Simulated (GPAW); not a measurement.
Consider CdS (Hawleyite, F-43m).

```cif
data_structure
_symmetry_space_group_name_H-M 'P 1'
_symmetry_Int_Tables_number 1
_cell_length_a 4.1246
_cell_length_b 4.1246
_cell_length_c 4.1246
_cell_angle_alpha 60.000
_cell_angle_beta 60.000
_cell_angle_gamma 60.000
_cell_volume 49.62
loop_
_atom_site_label
_atom_site_type_symbol
_atom_site_fract_x
_atom_site_fract_y
_atom_site_fract_z
_atom_site_occupancy
Cd1 Cd 0.00000 0.00000 0.00000 1
S2 S 0.75000 0.75000 0.75000 1
```

Absorber: atom 2, with 4 Cd at 2.53 Å (tetrahedral, site symmetry -43m). Method: GPAW, PBE, full core hole (charged cell), 12-atom cell with 7.1 Å between holes, 3×3×3 k points, dipole transitions, Gaussian full width 0.9 eV up to 4 eV, rising linearly to 3.5 eV at 25 eV.

Q: Where do the maxima of the S K edge fall?

Main maxima up to 24 eV above the zero (height): 3.0 eV (2.35), 6.1 eV (1.67) and 14.3 eV (1.44). A K edge sees empty p states on the absorber. The total-energy difference plus the lowest empty eigenvalue puts the zero at 2482.38 eV. One term is added: -16.94 eV, since the hole is spin-paired here and a spin-polarised one costs that much less in the free atom (computed apart). The photon energy is then 2465.44 eV. The functional and the charged cell's background leave an error of a few eV in such absolute values.

The S K spectrum (energy from the lowest empty level; intensity scaled to a mean of 1 over the first 20 eV):

```tsv
E (eV)	intensity
-2.0	0.00
-1.0	0.00
0.0	0.00
1.0	0.16
2.0	0.84
3.0	2.35
4.0	1.71
5.0	1.17
6.0	1.67
7.0	1.24
8.0	0.95
9.0	0.91
10.0	0.47
11.0	0.43
12.0	0.70
13.0	1.07
14.0	1.41
15.0	1.34
16.0	1.01
17.0	0.76
18.0	0.68
19.0	0.69
20.0	0.75
21.0	0.82
22.0	0.90
23.0	1.04
24.0	1.20
25.0	1.29
26.0	1.28
27.0	1.20
28.0	1.10
29.0	1.03
30.0	1.03
31.0	1.06
32.0	1.06
```

The mesh is coarse (0.35 Å⁻¹ between points), so small maxima may be mesh ripples. The structure is a published determination, not relaxed.

[Banner, clock and machine lines of the logs are left out without a mark of their own.]

[Logs are printed without paths, hosts, clocks, repeated set-up lines and the standing remarks that a program may print on its own settings, such as how far it seeks lower states.]

[Hosts, paths, dates, database ids (printed as entryN), source tags and the programs' standing remarks are cut or masked in the printed files.]

[Lists of maxima count a maximum above −3 eV only where it reaches 4 % of the highest in the window and stands out from its surroundings by 2 % of it (1.5 % where it reaches 55 %); shoulders and weaker maxima are passed over, and of the rest the first, up to two pre-edge ones and the few strongest are named.]
